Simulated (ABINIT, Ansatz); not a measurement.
# Quasiparticle gap of Li3OCl (Pm-3m) in ABINIT

Wanted: ground state, empty states, screening and self-energy for Li3OCl (Pm-3m).

Method: PBEsol and many-body steps on it, plane waves, in ABINIT 10.8.3.

## 1. Starting point

It takes space group Pm-3m (No. 221, cubic). Conventional cell: a = 3.908 Å, b = 3.908 Å, c = 3.908 Å, α = 90.00°, β = 90.00°, γ = 90.00°. Nearest to Li lie 2 O at 1.95 Å and 8 Li at 2.76 Å and 4 Cl at 2.76 Å. Cl has 12 Li at 2.76 Å nearest. O has 6 Li at 1.95 Å nearest. Farther neighbours and most contacts between anions are not listed.

The cell and positions are those that the Materials Project relaxed with its own functionals (PBE, PBE+U or r2SCAN), kept fixed.

## 2. Ground state

This step: ABINIT 10.8.3; DFT, PBEsol, plane waves, norm-conserving pseudopotentials.

The ground-state density comes first.

File run.abi:

```
acell 3*1.0 Angstrom
rprim 
  3.908337000000 0.000000000000 0.000000000000
  0.000000000000 3.908337000000 0.000000000000
  0.000000000000 0.000000000000 3.908337000000
ntypat 3
znucl 3 17 8
natom 5
typat 1 1 1 2 3
xred 
  0.000000000000 0.500000000000 0.500000000000
  0.500000000000 0.000000000000 0.500000000000
  0.500000000000 0.500000000000 0.000000000000
  0.000000000000 0.000000000000 0.000000000000
  0.500000000000 0.500000000000 0.500000000000
pp_dirpath "pseudos"
pseudos "Li.upf, Cl.upf, O.upf"
ecut 36
ngkpt 6 6 6
nshiftk 1
shiftk 0 0 0
kptopt 1
chksymbreak 0
nband 17
occopt 1
tolvrs 1e-10
nstep 60
prtwf 0
optforces 0
optstress 0
indata_prefix "in"
outdata_prefix "out"
tmpdata_prefix "tmp"
```

Launch:

```console
$ OMP_NUM_THREADS=1 mpirun -n 4 abinit run.abi > log
```

Numbers of over 12 decimals in the logs are rounded to 6 here.

Output:

```text
.Version 10.8.3 of ABINIT. v10.8.2 released Aug 2026.

 Symmetries : space group Pm -3 m (#221); Bravais cP (primitive cubic)
================================================================================
 Values of the parameters that define the memory need of the present run
     intxc =       0    ionmov =       0      iscf =       7    lmnmax =       6
     lnmax =       6     mgfft =      40  mpssoang =       3    mqgrid =    3001
     natom =       5  nloc_mem =       1    nspden =       1   nspinor =       1
    nsppol =       1      nsym =      48    n1xccc =    2501    ntypat =       3
    occopt =       1   xclevel =       2
-    mband =          17        mffmem =           1         mkmem =           5
       mpw =        4173          nfft =       64000          nkpt =          20
================================================================================
  Rough estimation (10% accuracy) of disk space for files :
================================================================================

--------------------------------------------------------------------------------
------------- Echo of variables that govern the present computation ------------
--------------------------------------------------------------------------------
 -outvars: echo values of preprocessed input variables --------
            acell      1.8897261259E+00  1.8897261259E+00  1.8897261259E+00 Bohr

      chksymbreak           0
             ecut      3.60000000E+01 Hartree
-          fftalg         312

              ixc     -116133
              kpt      0.00000000E+00  0.00000000E+00  0.00000000E+00
                       1.66666667E-01  0.00000000E+00  0.00000000E+00
                       3.33333333E-01  0.00000000E+00  0.00000000E+00
                       5.00000000E-01  0.00000000E+00  0.00000000E+00
                       1.66666667E-01  1.66666667E-01  0.00000000E+00
                       3.33333333E-01  1.66666667E-01  0.00000000E+00
                       5.00000000E-01  1.66666667E-01  0.00000000E+00
                       3.33333333E-01  3.33333333E-01  0.00000000E+00
                       5.00000000E-01  3.33333333E-01  0.00000000E+00
   [... 9 further rows ...]
                       5.00000000E-01  5.00000000E-01  3.33333333E-01
                       5.00000000E-01  5.00000000E-01  5.00000000E-01
         kptrlatt        6    0    0      0    6    0      0    0    6
          kptrlen      4.43141192E+01
P           mkmem           5
            natom           5
            nband          17
            ngfft          40      40      40
             nkpt          20
            nstep          60
             nsym          48
           ntypat           3
              occ      2.000000  2.000000  2.000000  2.000000  2.000000  2.000000
                       2.000000  2.000000  2.000000  2.000000  2.000000  0.000000
                       0.000000  0.000000  0.000000  0.000000  0.000000
        optforces           0
        optstress           0
            prtwf           0
            rprim      3.9083370000E+00  0.0000000000E+00  0.0000000000E+00
[...]
spgroup         221

           tolvrs      1.00000000E-10

             xred      0.0000000000E+00  5.0000000000E-01  5.0000000000E-01
[...]
znucl        3.00000   17.00000    8.00000

================================================================================

 chkinp: Checking input parameters for consistency.

================================================================================
== DATASET  1 ==================================================================
-   mpi_nproc: 4, omp_nthreads: 1 (-1 if OMP is not activated)

--- !DatasetInfo
iteration_state: {dtset: 1, }
dimensions: {natom: 5, nkpt: 20, mband: 17, nsppol: 1, nspinor: 1, nspden: 1, mpw: 4173, }
cutoff_energies: {ecut:  36.0, pawecutdg:  -1.0, }
electrons: {nelect:   2.20000000E+01, charge:   0.00000000E+00, occopt:   1.00000000E+00, tsmear:   1.00000000E-02, }

 Real(R)+Recip(G) space primitive vectors, cartesian coordinates (Bohr,Bohr^-1):
 R(1)=  7.3856865  0.0000000  0.0000000  G(1)=  0.1353970  0.0000000  0.0000000
 R(2)=  0.0000000  7.3856865  0.0000000  G(2)=  0.0000000  0.1353970  0.0000000
 R(3)=  0.0000000  0.0000000  7.3856865  G(3)=  0.0000000  0.0000000  0.1353970
 Unit cell volume ucvol=  4.0287713E+02 bohr^3
 Angles (23,13,12)=  9.00000000E+01  9.00000000E+01  9.00000000E+01 degrees

 getcut: wavevector=  0.0000  0.0000  0.0000  ngfft=  40  40  40
         ecut(hartree)=     36.000   => boxcut(ratio)=   2.00518

--- Pseudopotential description ------------------------------------------------
- Li Generated using ONCVPSP code by D. R. Hamann
-  3.00000   3.00000  180301                  znucl, zion, pspdat
12 -116133 1 -1 1944                          pspcod,pspxc,lmax,lloc,mmax
     nproj     2     2     0
  pspatm : epsatm=    2.60875052
         --- l  ekb(1:nproj) -->
[...]
pspatm: atomic psp has been read  and splines computed

- Cl Generated using ONCVPSP code by D. R. Hamann
- 17.00000   7.00000  180301                  znucl, zion, pspdat
12 -116133 2 -1 1028                          pspcod,pspxc,lmax,lloc,mmax
     nproj     2     2     2
  pspatm : epsatm=    8.95520293
         --- l  ekb(1:nproj) -->
[...]
pspatm: atomic psp has been read  and splines computed

- O Generated using ONCVPSP code by D. R. Hamann
-  8.00000   6.00000  180301                  znucl, zion, pspdat
12 -116133 2 -1 936                           pspcod,pspxc,lmax,lloc,mmax
     nproj     2     2     1
  pspatm : epsatm=    6.22910120
         --- l  ekb(1:nproj) -->
[...]
2   -1.335834
 pspatm: atomic psp has been read  and splines computed

   5.06232225E+02                                ecore*ucvol(ha*bohr**3)
--------------------------------------------------------------------------------

_setup2: Arith. and geom. avg. npw (full set) are    4156.458    4156.436

================================================================================

--- !BeginCycle
iteration_state: {dtset: 1, }
solver: {iscf: 7, nstep: 60, nline: 4, wfoptalg: 0, }
tolerances: {tolvrs: 1.00E-10, }

     iter   Etot(hartree)      deltaE(h)  residm     vres2
 ETOT  1  -54.254130966075    -5.425E+01 7.251E-02 1.315E+03
 ETOT  2  -54.074683917524     1.794E-01 1.597E-02 1.399E+03
 ETOT  3  -54.528965586441    -4.543E-01 8.811E-03 1.385E+02
 ETOT  4  -54.561911648884    -3.295E-02 9.672E-04 1.119E+00
 ETOT  5  -54.562177769606    -2.661E-04 3.021E-03 4.338E-01
 ETOT  6  -54.562283565357    -1.058E-04 1.534E-04 3.538E-03
 ETOT  7  -54.562284310941    -7.456E-07 1.566E-04 2.593E-04
 ETOT  8  -54.562284352323    -4.138E-08 3.329E-05 2.258E-06
 ETOT  9  -54.562284352948    -6.251E-10 3.347E-05 3.774E-07
 ETOT 10  -54.562284353050    -1.020E-10 3.357E-05 2.137E-09
 ETOT 11  -54.562284353048     1.855E-12 1.075E-04 1.114E-11

 At SCF step   11       vres2   =  1.11E-11 < tolvrs=  1.00E-10 =>converged.

--- !ResultsGS
iteration_state: {dtset: 1, }
comment   : Summary of ground state results
lattice_vectors:
- [  7.3856865,   0.0000000,   0.0000000, ]
- [  0.0000000,   7.3856865,   0.0000000, ]
- [  0.0000000,   0.0000000,   7.3856865, ]
lattice_lengths: [   7.38569,    7.38569,    7.38569, ]
lattice_angles: [ 90.000,  90.000,  90.000, ] # degrees, (23, 13, 12)
lattice_volume:   4.0287713E+02
convergence: {deltae:  1.855E-12, res2:  1.114E-11, residm:  1.075E-04, diffor:  0.000E+00, }
etotal    :  -5.45622844E+01
entropy   :   0.00000000E+00
fermie    :   4.70913236E-02
cartesian_stress_tensor: null
pressure_GPa: null
xred      :
- [  0.0000E+00,   5.0000E-01,   5.0000E-01, Li]
- [  5.0000E-01,   0.0000E+00,   5.0000E-01, Li]
- [  5.0000E-01,   5.0000E-01,   0.0000E+00, Li]
- [  0.0000E+00,   0.0000E+00,   0.0000E+00, Cl]
- [  5.0000E-01,   5.0000E-01,   5.0000E-01,  O]
cartesian_forces: null
force_length_stats: {min: null, max: null, mean: null, }

 Integrated electronic density in atomic spheres:
 ------------------------------------------------
 Atom  Sphere_radius  Integrated_density
[...]
================================================================================

 ----iterations are completed or convergence reached----

 Mean square residual over all n,k,spin=   34.125E-08; max=  10.754E-05
 reduced coordinates (array xred) for    5 atoms
       0.000000000000      0.500000000000      0.500000000000
       0.500000000000      0.000000000000      0.500000000000
       0.500000000000      0.500000000000      0.000000000000
       0.000000000000      0.000000000000      0.000000000000
       0.500000000000      0.500000000000      0.500000000000
 rms dE/dt=  0.0000E+00; max dE/dt=  0.0000E+00; dE/dt below (all hartree)
    1       0.000000000000      0.000000000000      0.000000000000
    2       0.000000000000      0.000000000000      0.000000000000
    3       0.000000000000      0.000000000000      0.000000000000
    4       0.000000000000      0.000000000000      0.000000000000
    5       0.000000000000      0.000000000000      0.000000000000

 cartesian coordinates (angstrom) at end:
    1      0.000000     1.954168     1.954168
    2      1.954168     0.000000     1.954168
    3      1.954168     1.954168     0.000000
    4      0.000000     0.000000     0.000000
    5      1.954168     1.954168     1.954168
 length scales=  1.889726125908  1.889726125908  1.889726125908 bohr
              =  1.000000000000  1.000000000000  1.000000000000 angstroms
 prteigrs : about to open file out_EIG
 Fermi (or HOMO) energy (hartree) =   0.04709   Average Vxc (hartree)=  -0.34076
 Eigenvalues (hartree) for nkpt=  20  k points:
 kpt#   1, nband= 17, wtk=  0.00463, kpt=  0.0000  0.0000  0.0000 (reduced coord)
  -1.52754   -1.52501   -1.52501   -0.50410   -0.47234   -0.06197   -0.06197   -0.06197
   0.02859    0.02859    0.02859    0.21652    0.29964    0.29964    0.47288    0.47289
   0.48353
 prteigrs : prtvol=0 or 1, do not print more k-points.

--- !EnergyTerms
iteration_state     : {dtset: 1, }
comment             : Components of total free energy in Hartree
kinetic             :  3.22905494099134E+01
hartree             :  1.20758913121881E+01
xc                  : -1.35998487497431E+01
Ewald energy        : -3.38732561447134E+01
psp_core            :  1.25654247324847E+00
local_psp           : -3.88292448858619E+01
non_local_psp       : -1.38829177680794E+01
total_energy        : -5.45622843530479E+01
total_energy_eV     : -1.48471539399383E+03
band_energy         : -1.13744674194211E+01

== END DATASET(S) ==============================================================
================================================================================

 -outvars: echo values of variables after computation  --------
           etotal     -5.4562284353E+01
            nband          17
             nkpt          20
          spgroup         221
 [... the other variables as echoed above ...]

 Calculation completed.
```

Run time: 22 s. Hardware: 4 MPI ranks of Arm Neoverse N1, shared host; peak memory 0.31 GiB; 89 s of CPU time.

This step gave:

```yaml
total_energy: -1484.7154 eV
gap: 4.610 eV
k_of_the_valence_top: 0.5, 0.5, 0
k_of_the_conduction_bottom: 0, 0, 0
least_direct_gap: 4.712 eV
```

The gap is indirect, with the least direct gap 0.10 eV higher.

[end of part 1 of 3]

[Paths, hosts, dates, memory and timing lines, banners, echoed tables and standing remarks are left out of the program output.]

[Logs are printed without paths, hosts, clocks, repeated set-up lines and the standing remarks that a program may print on its own settings, such as how far it seeks lower states.]

[Runs of the session that timed out or met a known fault of the program may be left out.]

[No measured gap is set beside runs whose start may be inverted or whose files or cutoffs have a known fault.]

[Hosts, paths, dates, database ids (printed as entryN), source tags and the programs' standing remarks are cut or masked in the printed files.]

[G0W0 gaps are taken among the corrected bands and points alone; a level outside them can change the order at an edge.]

[Where Ansatz stands beside ABINIT at settings called matched, ABINIT's density can come from a denser mesh and the files from another edition; pairs whose starting gaps differed by over 0.03 eV were left out, so agreement reads better than it is.]
